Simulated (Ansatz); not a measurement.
# Ga2O3 (C2/m): the dielectric response by several routes

Aim: the electronic dielectric constant of Ga2O3 (C2/m) by perturbation theory, a sum over states and the RPA step of G0W0.

Method: linear response on r2SCAN, plane waves, PAW, in Ansatz 0.2.0.

## (1) Starting point

It takes space group C2/m (No. 12, monoclinic). Conventional cell: a = 12.214 Å, b = 3.037 Å, c = 5.798 Å, α = 90.00°, β = 103.83°, γ = 90.00°. Nearest to Ga lie 4 O at 1.83 to 1.86 Å. Ga has 6 O at 1.94 to 2.07 Å nearest. Nearest to O lie 3 Ga at 1.83 to 1.94 Å. Nearest to O lie 4 Ga at 1.86 to 2.07 Å. O has 3 Ga at 1.83 to 1.94 Å nearest. Farther neighbours and most contacts between anions are not listed.

The cell and positions come from the Crystallography Open Database and are kept as given unless a step says otherwise. The default PAW set here is soft_2. Its files were made with PBE.

## (2) Response to a homogeneous field

ε∞ sets how strongly the crystal screens. Perturbation theory gives it with local fields and without a sum over empty bands.

This step: dielectric response by perturbation theory, r2SCAN, plane waves, PAW.

File input.yaml:

```yaml
crystal:
  lattice:
    - [6.107, -1.51855, 0.0]
    - [6.107, 1.51855, 0.0]
    - [-1.3859888959, 0.0, 5.630008738]
  atoms:
    - { symbol: Ga, position: [0.0905, 0.0905, 0.7946] }
    - { symbol: Ga, position: [0.9095, 0.9095, 0.2054] }
    - { symbol: Ga, position: [0.65866, 0.65866, 0.31402] }
    - { symbol: Ga, position: [0.34134, 0.34134, 0.68598] }
    - { symbol: O, position: [0.1645, 0.1645, 0.1098] }
    - { symbol: O, position: [0.8355, 0.8355, 0.8902] }
    - { symbol: O, position: [0.1733, 0.1733, 0.5632] }
    - { symbol: O, position: [0.8267, 0.8267, 0.4368] }
    - { symbol: O, position: [0.4959, 0.4959, 0.2566] }
    - { symbol: O, position: [0.5041, 0.5041, 0.7434] }
kpoints:
  mp_grid: { grid: [8, 8, 4] }
hamiltonian:
  xc: r2scan
scf:
  occupations: { method: fixed }
dielectric: {}
```

Command:

```bash
ansatz run input.yaml --threads 3 --pin off --max-ram 92160MiB --backend cuda --events-out ev --progress --plain --runs-dir out --devices 1 --max-vram 13GiB  # rebuilt from the run's record
```

Numbers of over 12 decimals in the logs are rounded to 6 here.

The log of the run:

```text
GPUs: using 1 of 1 available (devices: 1).
Engine: ansatz 0.2.0, x86_64-unknown-linux-gnu
Pseudopotentials: kind: paw
Pseudopotential: Ga, paw, valence charge 13, recommended cutoff 500 eV (meta_gga), Ga.paw.azcp
Pseudopotential: O, paw, valence charge 6, recommended cutoff 500 eV (meta_gga), O.paw.azcp
Functional definition: r2SCAN
  parameter k0 = 0.174
  parameter k1 = 0.065
  parameter a1 = 4.9479
  exchange = r2scan_x(k0 = k0, k1 = k1, a1 = a1)
  correlation = r2scan_c
device memory: the entry about to start is reckoned to put 4.1 GiB on a device that reports 55.5 GiB free (of which the cap on the GPU budget leaves the run 13.0 GiB)
GPU FFT provider: cuFFT
GPU libraries: cuBLAS 13.8.2, cuFFT 12.4.0, cuSOLVER 12.3.4
Crystal: 10 atoms, lattice volume = 104.423 Å³
Basis set: ecut = 500 eV, 2661 PW (Γ), exchange–correlation on 192×192×180 points (64 copies of the dense FFT grid, shifted against one another)
Bands: 54, of which v1, the nominal top of the filled ones, is band 44 counted from 1 (43 counted from 0)
Symmetry: 4 space group operations
k-points: 132 of 256 (irreducible under 1 space group operation, time reversal used)
Non-local potential: Ga, projectors of the file, l = 0: 2, l = 1: 2, l = 2: 3, l = 3: 1
Non-local potential: O, projectors of the file, l = 0: 2, l = 1: 2, l = 2: 1
PAW form: soft (Blöchl's): semilocal exchange-correlation on the pseudo side does not see the compensation charge
PAW frozen core: Ga, regenerated for the run's functional (the file was generated under x = pbe(κ = 0.804, μ = 0.219515), c = pbe(β = 0.066725))
PAW frozen core: O, regenerated for the run's functional (the file was generated under x = pbe(κ = 0.804, μ = 0.219515), c = pbe(β = 0.066725))
PAW one-centre angular grid: Ga, 590 points (default); XC on 160 Gauss nodes
PAW one-centre angular grid: O, 302 points (default); XC on 160 Gauss nodes
Initial density: superposition of atomic densities (neutral atoms: chi_scale 0, normalization atom), corrected by the library's trained network
Initial wavefunctions: pseudopotential atomic-orbital guess
GPU buffer pool allocated for 103680 grid points (all kernels)
GPU transforms: local potential: pruned to the plane-wave sphere, on 45×45×45; band sums: pruned to the plane-wave sphere, on 48×48×45
Functional: x = r2scan, c = r2scan; τ floored in thin density (d = 2e-4 eV/Å³)
SCF iter   1: F=—  HF=-18577.669809 eV  |F-HF|=—  |Δ(HF+E_count)|=         —  Δρ=1.36e-2  dr2=8.50e-2  dr2_τ=4.03e-1  ethr=1.77e-3  ⟨swp⟩=4.8  Hψ=22785  notcnv=0  defer=1049
preconditioner: auto → Resta (q_TF=auto, 2.652 Å⁻¹)  ε∞=4.2  [insulator: Δε(μ)=3.106 eV  Ē_g=19.002 eV  n_scr=34 (ndim 8)  ℏωp=34.1 eV  f_vac=0.014  ε∞_Penn≈4.2]
SCF iter   2: F=—  HF=-18577.839102 eV  |F-HF|=—  |Δ(HF+E_count)|=   1.69e-1  Δρ=6.71e-3  dr2=2.58e-2  dr2_τ=9.92e-4  ethr=9.66e-5  ⟨swp⟩=3.0  Hψ=14621  notcnv=0  defer=1056
SCF iter   3: F=—  HF=-18577.838791 eV  |F-HF|=—  |Δ(HF+E_count)|=   3.12e-4  Δρ=3.49e-3  dr2=4.30e-3  dr2_τ=5.06e-4  ethr=2.93e-5  ⟨swp⟩=3.0  Hψ=12377  notcnv=0  defer=1056
SCF iter   4: F=—  HF=-18577.838444 eV  |F-HF|=—  |Δ(HF+E_count)|=   3.47e-4  Δρ=5.08e-4  dr2=1.80e-4  dr2_τ=5.68e-5  ethr=4.89e-6  ⟨swp⟩=2.0  Hψ=11884  notcnv=0  defer=1056
SCF iter   5: F=—  HF=-18577.838356 eV  |F-HF|=—  |Δ(HF+E_count)|=   8.77e-5  Δρ=1.54e-4  dr2=1.29e-5  dr2_τ=1.82e-6  ethr=2.05e-7  ⟨swp⟩=2.1  Hψ=9844  notcnv=0  defer=650
SCF iter   6: F=—  HF=-18577.838629 eV  |F-HF|=—  |Δ(HF+E_count)|=   2.73e-4  Δρ=5.37e-5  dr2=2.30e-6  dr2_τ=3.19e-7  ethr=1.47e-8  ⟨swp⟩=2.0  Hψ=12412  notcnv=0  defer=528
SCF iter   7: F=—  HF=-18577.838629 eV  |F-HF|=—  |Δ(HF+E_count)|=   6.77e-7  Δρ=1.30e-5  dr2=1.58e-7  dr2_τ=1.08e-8  ethr=2.62e-9  ⟨swp⟩=2.0  Hψ=12318  notcnv=0  defer=528
SCF iter   8: F=—  HF=-18577.838629 eV  |F-HF|=—  |Δ(HF+E_count)|=   1.16e-7  Δρ=4.95e-6  dr2=2.55e-8  dr2_τ=1.61e-9  ethr=1.79e-10  ⟨swp⟩=2.0  Hψ=11740  notcnv=0  defer=528
SCF iter   9: F=—  HF=-18577.838629 eV  |F-HF|=—  |Δ(HF+E_count)|=   1.88e-9  Δρ=2.43e-6  dr2=4.62e-9  dr2_τ=5.39e-10  ethr=2.89e-11  ⟨swp⟩=2.0  Hψ=12206  notcnv=0  defer=528
SCF iter  10: F=—  HF=-18577.838629 eV  |F-HF|=—  |Δ(HF+E_count)|=  9.90e-10  Δρ=1.19e-6  dr2=8.40e-10  dr2_τ=1.47e-10  ethr=5.25e-12  ⟨swp⟩=2.0  Hψ=12356  notcnv=0  defer=528
SCF iter  11: F=-18577.838629 eV  HF=-18577.838629 eV  |F-HF|=4.37e-11  |Δ(HF+E_count)|=  2.76e-10  Δρ=2.60e-7  dr2=6.61e-11  dr2_τ=4.69e-12  ethr=1.00e-12  ⟨swp⟩=8.9  Hψ=30871  notcnv=0
SCF 1 converged in 11 iterations: F = -18577.838629 eV  dr2 = 6.61e-11
  greatest PAW one-centre occupation: 0.997 electrons in one spin orbital (limit 2), on the Ga atom at site 3 (counted from 0), in its partial waves of l = 2
the response reads at least the filled bands of the reference SCF and the lowest empty band at each k-point, and that SCF's band table does not vouch for those bands. The notice of the band table in this run's record says why
device memory: the entry about to start is reckoned to put 0.8 GiB on a device that reports 55.0 GiB free (of which the cap on the GPU budget leaves the run 12.7 GiB)
NSCF: frozen V_eff on 1 k-points
device memory: the entry about to start is reckoned to put 0.8 GiB on a device that reports 54.9 GiB free (of which the cap on the GPU budget leaves the run 12.7 GiB)
NSCF: frozen V_eff on 1 k-points
device memory: the entry about to start is reckoned to put 0.8 GiB on a device that reports 54.9 GiB free (of which the cap on the GPU budget leaves the run 12.7 GiB)
NSCF: frozen V_eff on 1 k-points
device memory: the entry about to start is reckoned to put 0.1 GiB (of the 0.6 GiB reckoned in all, the device holds 0.5 GiB already) on a device that reports 54.9 GiB free (of which the cap on the GPU budget leaves the run 12.7 GiB)
device memory: the entry about to start is reckoned to put 9.1 GiB (of the 9.6 GiB reckoned in all, the device holds 0.5 GiB already) on a device that reports 54.9 GiB free (of which the cap on the GPU budget leaves the run 12.7 GiB)
DFPT response loops at Γ: preconditioner auto → Resta (q_TF=auto, 2.652 Å⁻¹)  ε∞=4.4 (no band partly filled); β = 1.00, the filter's whole step (`scf.mixing.beta` (0.50) is not read by the response loops at its default; to damp them type it under 1.00, their step now; it binds the ground state too); Broyden in place of MSR1
── the response to a field inside a basis, on 8×8×4 k-points: an SCF that follows is theirs, and a resumed run solves both again ──
device memory: the entry about to start is reckoned to put 1.2 GiB on a device that reports 59.7 GiB free (of which the cap on the GPU budget leaves the run 12.7 GiB)
GPU FFT provider: cuFFT
GPU libraries: cuBLAS 13.8.2, cuFFT 12.4.0, cuSOLVER 12.3.4
Bands: 45, of which v1, the nominal top of the filled ones, is band 44 counted from 1 (43 counted from 0)
k-points: 72 of 256
Initial density: handed on by an earlier stage of this run
Initial wavefunctions: pseudopotential atomic-orbital guess (no wavefunctions were taken with the density)
GPU buffer pool allocated for 103680 grid points (all kernels)
GPU transforms: band sums: pruned to the plane-wave sphere, on 48×48×45
Eigensolver: Dense (72 Hₖ)
SCF iter   1: F=—  HF=-18577.599090 eV  |F-HF|=—  |Δ(HF+E_count)|=         —  Δρ=6.54e-4  dr2=8.17e-5  dr2_τ=1.19e-4  ethr=1.00e-1
preconditioner: auto → Resta (q_TF=auto, 2.652 Å⁻¹)  ε∞=5.8  [insulator: Δε(μ)=3.367 eV  Ē_g=15.540 eV  n_scr=34 (ndim 8)  ℏωp=34.1 eV  f_vac=0.016  ε∞_Penn≈5.8]
SCF iter   2: F=—  HF=-18577.599200 eV  |F-HF|=—  |Δ(HF+E_count)|=   1.10e-4  Δρ=3.75e-4  dr2=3.10e-5  dr2_τ=1.89e-5  ethr=9.28e-8
SCF iter   3: F=—  HF=-18577.599243 eV  |F-HF|=—  |Δ(HF+E_count)|=   4.33e-5  Δρ=1.36e-4  dr2=4.41e-6  dr2_τ=2.53e-6  ethr=3.52e-8
SCF iter   4: F=—  HF=-18577.599248 eV  |F-HF|=—  |Δ(HF+E_count)|=   4.72e-6  Δρ=1.79e-5  dr2=2.43e-7  dr2_τ=3.63e-8  ethr=5.01e-9
SCF iter   5: F=-18577.599248 eV  HF=-18577.599248 eV  |F-HF|=4.84e-10  |Δ(HF+E_count)|=   2.60e-7  Δρ=6.44e-6  dr2=4.59e-8  dr2_τ=2.40e-9  ethr=2.76e-10
SCF 1 converged in 5 iterations: F = -18577.599248 eV  dr2 = 4.59e-8
  greatest PAW one-centre occupation: 0.997 electrons in one spin orbital (limit 2), on the Ga atom at site 2 (counted from 0), in its partial waves of l = 2
device memory: the entry about to start is reckoned to put 0.1 GiB (of the 0.2 GiB reckoned in all, the device holds 0.1 GiB already) on a device that reports 57.3 GiB free (of which the cap on the GPU budget leaves the run 12.6 GiB)
device memory: the entry about to start is reckoned to put 6.3 GiB on a device that reports 57.7 GiB free (of which the cap on the GPU budget leaves the run 12.7 GiB)
DFPT response loops at Γ: preconditioner auto → Resta (q_TF=auto, 2.652 Å⁻¹)  ε∞=4.2 (no band partly filled); β = 1.00, the filter's whole step (`scf.mixing.beta` (0.50) is not read by the response loops at its default; to damp them type it under 1.00, their step now; it binds the ground state too); Broyden in place of MSR1
SCF converged after 11 iterations
Free energy (F): -18577.838629 eV
Harris-Foulkes:  -18577.838629 eV  (|F-HF|=4.37e-11)
Internal energy: -18577.838629 eV  (E = F + TS)
E sigma→0 (E₀):  -18577.838629 eV
Fermi energy:    7.765384 eV
--- Per-component energies (eV) ---
  E_band       = -151.297572
  E_kinetic    = 1525.662254
  E_local      = -9105.874514  (includes V_loc(G=0)·N_el)
  E_nonlocal   = 2029.774869
  E_hartree    = 4101.651855
  E_xc         = -684.277228
  E_vxc        = -863.634131  (∫ρ·V_xc dr)
  E_paw        = -9017.204376  (= ΣΔE_a)
  E_vpaw       = -1992.255019  (= ΣTr[D̂ρ^β])
  E_aug_tail   = 0.006025  (compensation charges beyond the density's cutoff)
  E_vtau       = 51.719258  (kinetic-family band-sum trace: ∫τ·v_τ [+ j·A + Jᵃ·Aᵃ] dr)
  E_ewald      = -7424.773589
  E_core_change = -2.803925  (= ΣΔE_core)
  E_smearing   = -0.000000  (= −TS)
  E_closure    = 0.000000  (closes the sum)
  Σ components = -18577.838629   (vs F -18577.838629, Δ=0.00e0)
--- Band table (eV; the first three rows and the last of 132) ---
  k-point 0: bands = [... 40 lower, 7.1187, 7.2925, 7.4917, 7.7446, 10.8600, 14.2332, 15.2379, 15.3811, ... 6 higher]
  k-point 1: bands = [... 40 lower, 7.1380, 7.2284, 7.2953, 7.5076, 11.7640, 14.3914, 15.1070, 15.4712, ... 6 higher]
  k-point 2: bands = [... 40 lower, 7.1117, 7.1537, 7.2979, 7.4615, 13.2520, 13.3628, 15.3152, 15.8350, ... 6 higher]
  k-point 131: bands = [... 40 lower, 7.1536, 7.1763, 7.1838, 7.7603, 13.6931, 13.8059, 14.8149, 15.1321, ... 6 higher]
--- Dielectric response (ions clamped): 3 representative field directions + reference, inside a basis on a mesh of 256 k-points (Σ response iterations 15) ---
  ε∞ (high-frequency dielectric tensor):
        3.684125     0.000000     0.001056
        0.000000     3.812630    -0.000000
        0.001056    -0.000000     3.785704
  Born effective charges Z* (e; rows j = field, columns β = displacement):
    site 0:
         2.74005    0.00000   -0.25987
         0.00000    2.89246   -0.00000
        -0.15789   -0.00000    3.05325
    site 1:
         2.74005    0.00000   -0.25987
         0.00000    2.89246   -0.00000
        -0.15789   -0.00000    3.05325
    site 2:
         3.23844   -0.00000    0.31244
        -0.00000    3.44260   -0.00000
         0.17626   -0.00000    3.13326
    site 3:
         3.23844   -0.00000    0.31244
        -0.00000    3.44260   -0.00000
         0.17626   -0.00000    3.13326
    site 4:
        -1.47315    0.00000   -0.05629
         0.00000   -2.10697    0.00000
        -0.02697    0.00000   -2.47940
    site 5:
        -1.47315    0.00000   -0.05629
         0.00000   -2.10697    0.00000
        -0.02697    0.00000   -2.47940
    site 6:
        -2.24098   -0.00000    0.20064
        -0.00000   -1.97313    0.00000
         0.22443    0.00000   -2.29182
    site 7:
        -2.24098   -0.00000    0.20064
        -0.00000   -1.97313    0.00000
         0.22443    0.00000   -2.29182
    site 8:
        -2.26436    0.00000   -0.19692
         0.00000   -2.25497    0.00000
        -0.21582    0.00000   -1.41529
    site 9:
        -2.26436    0.00000   -0.19692
         0.00000   -2.25497    0.00000
        -0.21582    0.00000   -1.41529
  Z* charge neutrality: 1.786e-2 e pre-enforcement
  solved inside a basis spanned on kpoints, on 8×8×4 k-points, its susceptibility summed on 12×12×6: ε∞ is read to err by 1.6e-2, Z* by 2.9e-2 e (field_mesh: kpoints solves on kpoints); Z* is corrected for what the basis lacks
```

Run time: 3 min. Hardware: 1 × NVIDIA H100 80GB HBM3 (shared by 6 runs) with 3 threads of AMD EPYC 7R13 (Zen 3), shared host; peak memory 5.5 GiB; 6.1 min of CPU time.

In the SCF lines HF is the Harris–Foulkes energy and dr2 the Hartree energy of the density residual, in eV; the loop may stop once dr2 is under the threshold and the program's other checks hold. Hψ counts applications of the Hamiltonian.

Numbers from this step:

| Quantity | Value |
| --- | --- |
| stated error of ε∞ | 0.016 |

One over ε∞ averages 0.27, near the quarter of exact exchange in PBE0.

High-frequency dielectric tensor:

```
3.68 0.00 0.00
0.00 3.81 0.00
0.00 0.00 3.79
```

Born effective charge (e), principal values of the symmetric part by kind of site:

```csv
atom,atoms with these values,low,middle,high,mean
Ga1,2,2.64,2.89,3.16,2.90
Ga3,2,2.94,3.44,3.44,3.27
O5,2,-2.48,-2.11,-1.47,-2.02
O7,2,-2.48,-2.05,-1.97,-2.17
O9,2,-2.31,-2.25,-1.37,-1.98
```

In full for O7:

```
-2.24  0.00  0.20
 0.00 -1.97  0.00
 0.22  0.00 -2.29
```

## (3) Independent-particle spectrum

The independent-particle spectrum shows where the oscillator strength lies, before excitons and local fields.

This step: independent-particle optics on r2SCAN, plane waves, PAW.

input.yaml: that of step 2 with these lines changed.

```diff
@@ -22,2 +22,4 @@
   occupations: { method: fixed }
-dielectric: {}
+  n_extra_bands: 71
+output:
+  optics: { e_range: [0, 25], de: 0.1, sigma: 0.2 }
```

The log of the run:

```text
basis.fft_grid_basis auto: the FFT boxes are laid along the combinations [[1, -1, 0], [0, 1, 0], [0, 0, 1]] of the cell's own vectors, 3.037, 6.293 and 5.798 Å long. The dense box has 24×48×45 points. Along the cell's own vectors, as sized, it would have 48×48×45, 2.00 times as many. Of the 4 symmetry operations that the crystal satisfies within crystal.symmetry.tolerance (time reversal apart; of a slab, those that k [...]
[...]
GPUs: using 1 of 1 available (devices: 1).
[...]
GPU FFT provider: cuFFT
GPU libraries: cuBLAS 13.8.2, cuFFT 12.4.0, cuSOLVER 12.3.4
Crystal: 10 atoms, lattice volume = 104.423 Å³
Basis set: ecut = 500 eV, 2661 PW (Γ), FFT grids on a1−a2, a2, a3, exchange–correlation on 96×192×180 points (64 copies of the dense FFT grid, shifted against one another)
Bands: 115, of which v1, the nominal top of the filled ones, is band 44 counted from 1 (43 counted from 0)
Symmetry: 4 space group operations
[...]
k-points: 78 of 256
[...]
GPU buffer pool allocated for 51840 grid points (all kernels)
[...]
SCF iter   1: F=—  HF=-18577.669565 eV  |F-HF|=—  |Δ(HF+E_count)|=         —  Δρ=1.36e-2  dr2=8.45e-2  dr2_τ=4.03e-1  ethr=1.77e-3  ⟨swp⟩=5.0  Hψ=30343  notcnv=0  defer=5368
[...]
SCF iter  12: F=-18577.838629 eV  HF=-18577.838629 eV  |F-HF|=0.00e0  |Δ(HF+E_count)|=  1.46e-11  Δρ=8.87e-8  dr2=7.17e-12  dr2_τ=8.88e-13  ethr=1.00e-12  ⟨swp⟩=12.5  Hψ=62628  notcnv=0
SCF 1 converged in 12 iterations: F = -18577.838629 eV  dr2 = 7.17e-12
[...]
Optics k sum: 0 of 78 k-points
Optics k sum: 4 of 78 k-points
[...]
Optics k sum: 78 of 78 k-points
[...]
SCF converged after 12 iterations
Free energy (F): -18577.838629 eV
[...]
Internal energy: -18577.838629 eV  (E = F + TS)
E sigma→0 (E₀):  -18577.838629 eV
Fermi energy:    7.765384 eV
[...]
--- Band table (eV; the first three rows and the last of 78) ---
  k-point 0: bands = [... 40 lower, 7.1187, 7.2925, 7.4917, 7.7446, 10.8600, 14.2332, 15.2379, 15.3811, ... 67 higher]
  k-point 1: bands = [... 40 lower, 7.1380, 7.2284, 7.2953, 7.5076, 11.7640, 14.3914, 15.1070, 15.4712, ... 67 higher]
  k-point 2: bands = [... 40 lower, 7.1117, 7.1537, 7.2979, 7.4615, 13.2520, 13.3628, 15.3152, 15.8350, ... 67 higher]
  k-point 77: bands = [... 40 lower, 7.1536, 7.1763, 7.1838, 7.7603, 13.6930, 13.8059, 14.8149, 15.1321, ... 67 higher]
```

The job ended after 2.1 min (1 × NVIDIA H100 80GB HBM3 (shared by 6 runs) with 3 threads; peak memory 4.5 GiB; 2.8 min of CPU time).

Numbers from this step:

```
ε∞ without local fields (xx, yy, zz)                                   : 3.680, 3.773, 3.739
electrons in the f-sum (xx, yy, zz)                                    : 43.08, 43.09, 42.91
bands in the explicit sum (the static value is completed to all bands) : 115
```

The sum gives ε∞ = 3.68, 3.77 and 3.74 without local fields.

Independent particles, no local fields, Gaussian width 0.2 eV. ε₂ against photon energy; read off at these points:

| photon energy (eV) | xx | yy | zz |
| --- | --- | --- | --- |
| 2.50 | 0 | 0 | 0 |
| 3.00 | 0.00801 | 7.5e-5 | 0.0491 |
| 3.50 | 0.401 | 0.0136 | 0.529 |
| 4.00 | 0.764 | 0.305 | 0.712 |
| 4.50 | 0.894 | 0.812 | 0.800 |
| 5.00 | 1.05 | 1.07 | 0.961 |
| 5.50 | 1.19 | 1.25 | 1.21 |
| 6.00 | 1.31 | 1.42 | 1.29 |
| 6.50 | 1.48 | 1.60 | 1.42 |
| 7.00 | 1.83 | 1.94 | 1.89 |
| 7.50 | 2.16 | 1.75 | 2.54 |
| 8.00 | 2.67 | 2.29 | 3.94 |
| 8.20 | 2.66 | 2.49 | 4.37 |
| 8.50 | 2.58 | 2.74 | 3.58 |
| 9.00 | 2.86 | 2.92 | 2.70 |
| 9.50 | 3.38 | 4.13 | 2.86 |
| 10.00 | 3.59 | 4.70 | 3.58 |
| 10.20 | 3.56 | 5.04 | 3.99 |
| 10.50 | 3.33 | 4.80 | 3.49 |
| 11.00 | 3.19 | 5.13 | 3.11 |
| 11.20 | 3.33 | 5.45 | 3.03 |
| 11.50 | 3.38 | 4.75 | 2.86 |
| 12.00 | 2.89 | 3.12 | 2.72 |
| 12.50 | 2.64 | 3.28 | 2.54 |
| 13.00 | 2.98 | 4.01 | 2.76 |
| 13.50 | 2.63 | 3.39 | 2.82 |
| 14.00 | 2.88 | 2.74 | 2.81 |
| 14.50 | 3.25 | 2.74 | 3.07 |
| 15.00 | 3.22 | 2.90 | 3.08 |
| 15.30 | 3.29 | 2.78 | 2.96 |
| 15.50 | 3.15 | 2.56 | 2.86 |
| 16.00 | 2.54 | 2.29 | 3.01 |
| 16.50 | 2.42 | 2.09 | 2.80 |
| 17.00 | 2.48 | 2.02 | 2.56 |
| 17.50 | 2.81 | 2.11 | 2.47 |
| 18.00 | 2.26 | 2.19 | 2.01 |
| 18.50 | 1.78 | 1.70 | 1.73 |
| 19.00 | 1.54 | 1.48 | 1.60 |
| 19.50 | 1.62 | 1.70 | 1.45 |
| 20.00 | 1.53 | 1.51 | 1.47 |
| 20.50 | 1.38 | 1.22 | 1.34 |
| 21.00 | 1.22 | 0.935 | 1.21 |
| 21.50 | 0.963 | 0.762 | 0.918 |
| 22.00 | 0.816 | 0.726 | 0.793 |
| 22.50 | 0.801 | 0.632 | 0.818 |
| 23.00 | 0.733 | 0.529 | 0.752 |
| 23.50 | 0.741 | 0.523 | 0.714 |
| 24.00 | 0.646 | 0.491 | 0.623 |
| 24.50 | 0.570 | 0.441 | 0.570 |
| 25.00 | 0.604 | 0.467 | 0.581 |

(Continued in part 2 of 2.)

[Paths, hosts, dates, memory and timing lines, banners, echoed tables and standing remarks are left out of the program output.]

[Logs are printed without paths, hosts, clocks, repeated set-up lines and the standing remarks that a program may print on its own settings, such as how far it seeks lower states.]

[Runs of the session that timed out or met a known fault of the program may be left out.]

[Cells called generated may have been cut or substituted from an entry of the Crystallography Open Database or the Materials Project.]

[Hosts, paths, dates, database ids (printed as entryN), source tags and the programs' standing remarks are cut or masked in the printed files.]
